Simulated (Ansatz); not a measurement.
## Lattice dynamics of Y (model cell, started as body-centred cubic)

Aim: the vibrations of Y (model cell, started as body-centred cubic), their spectra, and whether the structure is stable.

Method: DFT PBEsol, scalar-relativistic, plane waves, PAW; PAW set soft_1, in Ansatz 0.2.0.

Report form: the programs' logs are mostly left out.

This is not the structure that Y takes at ambient pressure and room temperature (hexagonal, No. 194); it is a model or a phase of other conditions.

**1. Set-up**

Symmetry: Im-3m, No. 229, cubic system. The conventional cell has a = 4.000 Å, b = 4.000 Å, c = 4.000 Å, α = 90.00°, β = 90.00°, γ = 90.00°. Y has 8 Y at 3.46 Å nearest.

**2. Relaxation**

Harmonic phonons are second derivatives at a point where the forces vanish, and they are wanted at zero stress, so atoms and cell are relaxed first.

Contents of input.yaml:

```yaml
crystal:
  lattice:
    - [-2.0, 2.0, 2.0]
    - [2.0, -2.0, 2.0]
    - [2.0, 2.0, -2.0]
  atoms:
    - { symbol: "Y", position: [0.0, 0.0, 0.0] }
kpoints:
  mp_grid: { grid: [14, 14, 14] }
hamiltonian:
  xc: pbesol
  pseudopotentials: { kind: paw, azcp: { folder: soft_1 }, xc_functional: pbe }
scf:
  occupations: { method: gaussian, width: 0.1 }
output:
  forces: true
  stress: true
  eigenvalues: true
  write_density: true
  write_potential: true
  elf: true
  volumetric_format: npy
relax:
  adjacent_minimum: "off"
  f_tol: 0.005
  max_steps: 80
  cell: { stress_tol: 0.05 }
```

Run with:

```sh
ansatz run input.yaml --threads 8 --pin off --max-ram 16384MiB --backend cpu --events-out ev --progress --plain --runs-dir out
```

It took 1.6 s on 8 threads of Arm Neoverse V1, shared host; peak memory 0.37 GiB.

Relaxation path:

| step | energy less that of the first step (eV) | largest force component (eV/Å) | pressure (GPa) | volume (Å³) |
| --- | --- | --- | --- | --- |
| 1 | 0.0000 | 0.0000 | -0.81 | 32.00 |
| 2 | -0.0017 | 0.0000 | -0.08 | 31.41 |
| 3 | -0.0017 | 0.0000 | 0.00 | 31.35 |
| 4* | -0.0017 | 0.0000 | 0.00 | 31.35 |

Relaxation steps marked * repeat the geometry before them on a plane-wave basis chosen anew for their cell, so energy and pressure can jump there.

| conventional cell, symmetrised | before | after | change |
| --- | --- | --- | --- |
| a (Å) | 4.000 | 3.973 | -0.7 % |
| b (Å) | 4.000 | 3.973 | -0.7 % |
| c (Å) | 4.000 | 3.973 | -0.7 % |
| volume (Å³/atom) | 32.00 | 31.35 | -2.0 % |

Final coordinates:

```
Y
1.0
    -1.98639    1.98639    1.98639
     1.98639   -1.98639    1.98639
     1.98639    1.98639   -1.98639
Y
1
Direct
  0.00000 0.00000 0.00000
```

This step gave:

* pressure: 0.001874 GPa
* volume per atom: 31.35 Å³
* gap on the k-mesh: 0 eV

ELF in the ac plane of the conventional cell at fractional y = 0.000, with atoms of Y within 0.2 Å of it. It is the smooth field of the valence electrons, not physical close to the nuclei.

Values, 14 rows by 14 columns, each cell a mean:
```
0.63 0.77 0.83 0.58 0.23 0.23 0.44 0.53 0.35 0.19 0.34 0.73 0.84 0.73
0.82 0.82 0.74 0.41 0.18 0.26 0.48 0.56 0.40 0.19 0.22 0.57 0.80 0.84
0.77 0.68 0.47 0.21 0.17 0.33 0.53 0.59 0.46 0.25 0.14 0.30 0.57 0.73
0.38 0.31 0.19 0.16 0.26 0.44 0.57 0.60 0.53 0.37 0.19 0.14 0.22 0.34
0.18 0.19 0.21 0.29 0.43 0.53 0.58 0.59 0.56 0.50 0.37 0.25 0.19 0.19
0.34 0.37 0.42 0.49 0.55 0.56 0.56 0.56 0.56 0.56 0.53 0.46 0.40 0.35
0.52 0.54 0.58 0.60 0.60 0.58 0.55 0.54 0.56 0.59 0.60 0.59 0.56 0.53
0.43 0.46 0.50 0.56 0.58 0.57 0.55 0.55 0.56 0.58 0.57 0.53 0.48 0.44
0.22 0.24 0.28 0.38 0.49 0.55 0.57 0.58 0.56 0.53 0.44 0.33 0.26 0.23
0.24 0.20 0.16 0.19 0.33 0.49 0.58 0.60 0.55 0.43 0.26 0.17 0.18 0.23
0.63 0.52 0.31 0.15 0.19 0.38 0.56 0.60 0.49 0.29 0.16 0.21 0.41 0.58
0.84 0.81 0.66 0.31 0.16 0.28 0.50 0.58 0.42 0.21 0.19 0.47 0.74 0.83
0.74 0.82 0.81 0.52 0.20 0.24 0.46 0.54 0.37 0.19 0.31 0.68 0.82 0.77
0.49 0.74 0.84 0.63 0.24 0.22 0.43 0.52 0.34 0.18 0.38 0.77 0.82 0.63
```
Columns run along a (4.0 Å), rows up along c (4.0 Å), edges of the conventional cell, whose origin can differ from the input's. Atoms in or near the plane, at fractional coordinates: Y at (0.00, 0.00).

Valence density in the ac plane of the conventional cell at fractional y = 0.000, with atoms of Y within 0.2 Å of it. It is the smooth field of the valence electrons, not physical close to the nuclei.

Values in e/Å³, 14 rows by 14 columns, each cell a mean:
```
3.3 3.3 2.2 0.8 0.2 0.1 0.1 0.1 0.1 0.2 0.4 1.3 2.8 3.4
3.0 2.5 1.4 0.5 0.2 0.1 0.1 0.1 0.1 0.1 0.3 0.8 1.8 2.8
1.5 1.1 0.6 0.2 0.1 0.1 0.1 0.1 0.1 0.1 0.2 0.4 0.8 1.3
0.4 0.3 0.2 0.1 0.1 0.1 0.1 0.1 0.1 0.1 0.1 0.2 0.3 0.4
0.2 0.1 0.1 0.1 0.1 0.1 0.1 0.1 0.1 0.1 0.1 0.1 0.1 0.2
0.1 0.1 0.1 0.1 0.1 0.1 0.1 0.1 0.1 0.1 0.1 0.1 0.1 0.1
0.1 0.1 0.1 0.1 0.1 0.1 0.1 0.1 0.1 0.1 0.1 0.1 0.1 0.1
0.1 0.1 0.1 0.1 0.1 0.1 0.1 0.1 0.1 0.1 0.1 0.1 0.1 0.1
0.1 0.1 0.1 0.1 0.1 0.1 0.1 0.1 0.1 0.1 0.1 0.1 0.1 0.1
0.3 0.2 0.2 0.1 0.1 0.1 0.1 0.1 0.1 0.1 0.1 0.1 0.2 0.2
0.9 0.7 0.4 0.2 0.1 0.1 0.1 0.1 0.1 0.1 0.1 0.2 0.5 0.8
2.5 1.9 1.0 0.4 0.2 0.1 0.1 0.1 0.1 0.1 0.2 0.6 1.4 2.2
3.4 3.1 1.9 0.7 0.2 0.1 0.1 0.1 0.1 0.1 0.3 1.1 2.5 3.3
2.9 3.4 2.5 0.9 0.3 0.1 0.1 0.1 0.1 0.2 0.4 1.5 3.0 3.3
```
Columns run along a (4.0 Å), rows up along c (4.0 Å), edges of the conventional cell, whose origin can differ from the input's. Atoms in or near the plane, at fractional coordinates: Y at (0.00, 0.00).

Electrostatic potential energy in the ac plane of the conventional cell at fractional y = 0.000, with atoms of Y within 0.2 Å of it. With pseudopotentials it is smooth inside the atoms' cores, unlike the true potential.

Values in eV, 14 rows by 14 columns, each cell a mean:
```
-48 -46 -35 -11   4   9  12  12  11   8  -1 -22 -41 -47
-43 -38 -23  -4   6  10  12  12  11   9   3 -12 -30 -41
-25 -18  -7   3   8  11  12  12  12  10   6  -1 -12 -22
 -2   1   4   8  10  12  12  12  12  11   9   6   3  -1
  7   8   9  10  11  12  12  12  12  12  11  10   9   8
 11  11  11  12  12  12  12  12  12  12  12  12  11  11
 12  12  12  12  12  12  12  12  12  12  12  12  12  12
 12  12  12  12  12  12  12  12  12  12  12  12  12  12
  9   9  10  11  12  12  12  12  12  12  12  11  10   9
  3   5   7   9  11  12  12  12  12  11  10   8   6   4
-14  -9  -1   5   9  11  12  12  12  10   8   3  -4 -11
-37 -31 -17  -1   7  10  12  12  11   9   4  -7 -23 -35
-47 -44 -31  -9   5   9  12  12  11   8   1 -18 -38 -46
-48 -47 -37 -14   3   9  12  12  11   7  -2 -25 -43 -48
```
Columns run along a (4.0 Å; values clipped at the 3rd and 97th percentile), rows up along c (4.0 Å), edges of the conventional cell, whose origin can differ from the input's. Atoms in or near the plane, at fractional coordinates: Y at (0.00, 0.00).

In this step the volume went from 32.00 to 31.35 Å³/atom.

**3. Relaxing to small forces for the phonons**

Phonons need a cell at rest on their own settings, so the relaxation is repeated with tight tolerances on forces and stress on the k mesh and occupations of the first response run.

input.yaml, the sections that differ from step 2:

```yaml
crystal:
  lattice:
    - [-1.9863909042, 1.9863909042, 1.9863909042]
    - [1.9863909042, -1.9863909042, 1.9863909042]
    - [1.9863909042, 1.9863909042, -1.9863909042]
  atoms:
    - { symbol: "Y", position: [0.0, 0.0, 0.0] }
kpoints:
  mp_grid: { grid: [16, 16, 16] }
scf:
  occupations: { method: methfessel_paxton, width: 0.2 }
relax:
  adjacent_minimum: "off"
  f_tol: 0.001
  max_steps: 60
  cell: { stress_tol: 0.01 }
# hamiltonian, output: as in step 2
```

Elapsed: 1.2 s, on 8 threads; peak memory 0.36 GiB.

Little changed from the start: no atom moved by 0.005 Å and no cell edge by 0.1 %.

Numbers from this step:

* pressure: -0.008903 GPa

ELF in the ac plane of the conventional cell at fractional y = 0.000, with atoms of Y within 0.2 Å of it. It is the smooth field of the valence electrons, not physical close to the nuclei.

Ten even steps from '0' (0.14) to '9' (0.84), each cell a mean:
```
79961145202898
99830145301699
87400256410268
32001466530012
00024566653100
23345655665432
55666655566655
44556655566544
11234566654211
10002466541001
65200356420036
99720256300489
89950145302799
48961145203897
```
Columns run along a (4.0 Å), rows up along c (4.0 Å), edges of the conventional cell, whose origin can differ from the input's. Atoms in or near the plane, at fractional coordinates: Y at (0.00, 0.00).

Electrostatic potential energy in the ac plane of the conventional cell at fractional y = 0.000, with atoms of Y within 0.2 Å of it. With pseudopotentials it is smooth inside the atoms' cores, unlike the true potential.

Values in eV, 14 rows by 14 columns, each cell a mean:
```
-48 -46 -35 -11   4   9  12  12  11   8  -1 -22 -41 -47
-43 -38 -23  -4   6  10  12  12  11   9   3 -12 -30 -41
-25 -18  -7   3   8  11  12  12  12  10   6  -1 -12 -22
 -2   1   4   8  10  12  12  12  12  11   9   6   3  -1
  7   8   9  10  11  12  12  12  12  12  11  10   9   8
 11  11  11  12  12  12  12  12  12  12  12  12  11  11
 12  12  12  12  12  12  12  12  12  12  12  12  12  12
 12  12  12  12  12  12  12  12  12  12  12  12  12  12
  9   9  10  11  12  12  12  12  12  12  12  11  10   9
  3   5   7   9  11  12  12  12  12  11  10   8   6   4
-14  -9  -1   5   9  11  12  12  12  10   8   3  -4 -11
-37 -31 -17  -1   7  10  12  12  11   9   4  -7 -23 -35
-47 -44 -31  -9   5   9  12  12  11   8   1 -18 -38 -46
-48 -47 -37 -14   3   9  12  12  11   7  -2 -25 -43 -48
```
Columns run along a (4.0 Å; values clipped at the 3rd and 97th percentile), rows up along c (4.0 Å), edges of the conventional cell, whose origin can differ from the input's. Atoms in or near the plane, at fractional coordinates: Y at (0.00, 0.00).

Valence density in the ac plane of the conventional cell at fractional y = 0.000, with atoms of Y within 0.2 Å of it. It is the smooth field of the valence electrons, not physical close to the nuclei.

Values in e/Å³, 14 rows by 14 columns, each cell a mean:
```
3.3 3.3 2.2 0.8 0.2 0.1 0.1 0.1 0.1 0.2 0.4 1.3 2.8 3.4
3.0 2.5 1.4 0.5 0.2 0.1 0.1 0.1 0.1 0.1 0.3 0.8 1.8 2.8
1.5 1.1 0.6 0.2 0.1 0.1 0.1 0.1 0.1 0.1 0.2 0.4 0.8 1.3
0.4 0.3 0.2 0.1 0.1 0.1 0.1 0.1 0.1 0.1 0.1 0.2 0.3 0.4
0.2 0.1 0.1 0.1 0.1 0.1 0.1 0.1 0.1 0.1 0.1 0.1 0.1 0.2
0.1 0.1 0.1 0.1 0.1 0.1 0.1 0.1 0.1 0.1 0.1 0.1 0.1 0.1
0.1 0.1 0.1 0.1 0.1 0.1 0.1 0.1 0.1 0.1 0.1 0.1 0.1 0.1
0.1 0.1 0.1 0.1 0.1 0.1 0.1 0.1 0.1 0.1 0.1 0.1 0.1 0.1
0.1 0.1 0.1 0.1 0.1 0.1 0.1 0.1 0.1 0.1 0.1 0.1 0.1 0.1
0.3 0.2 0.2 0.1 0.1 0.1 0.1 0.1 0.1 0.1 0.1 0.1 0.2 0.2
0.9 0.7 0.4 0.2 0.1 0.1 0.1 0.1 0.1 0.1 0.1 0.2 0.5 0.8
2.5 1.9 1.0 0.4 0.2 0.1 0.1 0.1 0.1 0.1 0.2 0.6 1.4 2.2
3.4 3.1 1.9 0.7 0.2 0.1 0.1 0.1 0.1 0.1 0.3 1.1 2.5 3.3
2.9 3.4 2.5 0.9 0.3 0.1 0.1 0.1 0.1 0.2 0.4 1.5 3.0 3.3
```
Columns run along a (4.0 Å), rows up along c (4.0 Å), edges of the conventional cell, whose origin can differ from the input's. Atoms in or near the plane, at fractional coordinates: Y at (0.00, 0.00).

The forces vanish by symmetry and the pressure is -0.009 GPa, within the tolerances set. The cell now holds 31.35 Å³/atom.

**4. Response at finite wavevector**

Stability and thermal properties need the whole zone. Linear response on a 4×4×4 q mesh gives force constants as far as a supercell of that size would.

input.yaml, the sections that differ from step 3:

```yaml
output:
  eigenvalues: true
phonons:
  method: dfpt
  qmesh: [4, 4, 4]
  temperatures: { t_max: 1000, t_step: 50 }
  qpath:
    path:
      - [[0.0, 0.0, 0.0], [0.5, -0.5, 0.5], [0.0, 0.0, 0.5], [0.0, 0.0, 0.0], [0.25, 0.25, 0.25], [0.5, -0.5, 0.5]]
      - [[0.25, 0.25, 0.25], [0.0, 0.0, 0.5]]
    npoints: 10
# crystal, kpoints, hamiltonian, scf: as in step 3
# relax: removed
```

The job ended after 61 s (8 threads; peak memory 2.7 GiB).

Numbers from this step:

- sum-rule residual before enforcement: 6.54e-7 eV/Å²
- lowest frequency on the path: -73.11 cm⁻¹
- highest frequency on the path or at a solved wavevector: 140.2 cm⁻¹
- lowest mode on the q mesh (acoustic modes at Γ apart): -73.11 cm⁻¹

Frequencies (cm⁻¹) solved at each irreducible wavevector; negative means imaginary. Frequencies by wavevector, by row:

| q in reciprocal lattice units | star | mode 1 | mode 2 | mode 3 |
| --- | --- | --- | --- | --- |
| 0 0 0 | 1 | 0 | 0 | 0 |
| 0 0 0.25 | 12 | -51 | 57.2 | 89.4 |
| 0 0 -0.5 | 6 | -73.1 | 81.3 | 124 |
| 0 0.25 0.25 | 24 | -64.7 | 88.8 | 122.4 |
| 0.25 0.25 0.25 | 2 | 95.4 | 95.4 | 95.4 |
| 0.25 0.25 -0.25 | 6 | 48.8 | 75.8 | 75.8 |
| 0.25 -0.5 -0.5 | 12 | 61.8 | 105.9 | 136.6 |
| -0.5 -0.5 -0.5 | 1 | 139.4 | 139.4 | 139.4 |

Interpolated from a 4×4×4 q mesh. Phonon branches along the path, in cm⁻¹:

| point | branch 1 | branch 2 | branch 3 |
| --- | --- | --- | --- |
| Γ | 0 | 0 | 0 |
| halfway | 49 | 76 | 76 |
| H | 139 | 139 | 139 |
| halfway | 62 | 106 | 137 |
| N | -73 | 81 | 124 |
| halfway | -51 | 57 | 89 |
| Γ | 0 | 0 | 0 |
| halfway | -16 | -16 | 114 |
| P | 95 | 95 | 95 |
| halfway | -46 | 124 | 124 |
| H | 139 | 139 | 139 |
| jump to P | 95 | 95 | 95 |
| halfway | -50 | 95 | 121 |
| N | -73 | 81 | 124 |

The phonon density of states has structure finer than the step of the table below, so its rows give means over 10 cm⁻¹, whole bins alone (the curve runs from -73 to 141 cm⁻¹). Peaks (cm⁻¹: height): -65.0: 0.0357, 123.0: 0.0896.

Tetrahedra on a 24×24×24 mesh, mean over bins of 2 cm-1. Interpolated from a 4×4×4 q mesh. Phonon density of states against wavenumber; means over each step:

wavenumber (cm⁻¹), phonon density of states (1/cm⁻¹/cell) and a bar:
```
      -60     0.0262 ################
      -50     0.0149 ########
      -40     0.0094 #####
      -30     0.0063 ###
      -20     0.0037 #
      -10     0.0026 
        0     0.0022 
       10     0.0022 
       20     0.0030 #
       30     0.0042 #
       40     0.0064 ###
       50     0.0090 ####
       60     0.0118 ######
       70     0.0154 #########
       80     0.0225 #############
       90     0.0249 ###############
      100     0.0230 #############
      110     0.0228 #############
      120     0.0486 ##############################
      130     0.0214 ############
```

Second derivatives of the energy by pair, one row for each kind of neighbour of each atom listed. Each entry sums the pair over the periodic images of the supercell that the q mesh stands for, and in a polar crystal it holds the long-range dipole part too. Force constants by pair, by row:

| atom | neighbour | distance (Å) | third of the trace (eV/Å²) | along the pair's line (eV/Å²) |
| --- | --- | --- | --- | --- |
| Y1 | itself | 0 | 2.132 | – |
| Y1 | Y | 3.441 | -0.355 | -1.371 |
| Y1 | Y | 3.973 | 0.031 | 0.2109 |
| Y1 | Y | 5.618 | 0.0884 | 0.1588 |
| Y1 | Y | 6.588 | -0.0141 | -0.0279 |
| Y1 | Y | 6.881 | 0.0346 | 0.0907 |

Symmetry leaves 8 wavevectors to solve. The lowest mode among them, the acoustic zeros apart, lies at q = (0, 0, -0.5) and is imaginary, 73.1i cm⁻¹, so the energy falls along it.

**5. What came out**

```
space group after relaxation (within 0.01 Å)            : Im-3m
volume per atom                                         : 31.4 Å³
electronic character                                    : no gap on this mesh
lowest mode on the q mesh (acoustic modes at Γ apart)   : -73.1 cm⁻¹
highest frequency on the path or at a solved wavevector : 140 cm⁻¹
imaginary modes on the 4×4×4 q mesh                     : yes
```

**Reading.** Modes are clearly imaginary (beyond 10i cm⁻¹) at 3 of the 8 irreducible wavevectors, most at q = (0, 0, -0.5) (73.1i cm⁻¹), so this structure is not a minimum of the energy. With no gap, or one that is small against the smearing, the frequencies hang on the k mesh and the smearing, most of all near Kohn anomalies. The PAW files were made for PBE and serve the other functionals too. The starting cell was built on a prototype and not taken from a measurement, so the phase need not exist. These are harmonic frequencies at zero temperature: anharmonic shifts, linewidths and thermal expansion are left out.

[Logs are printed without paths, hosts, clocks, repeated set-up lines and the standing remarks that a program may print on its own settings, such as how far it seeks lower states.]

[Hosts, paths, dates, database ids (printed as entryN), source tags and the programs' standing remarks are cut or masked in the printed files.]
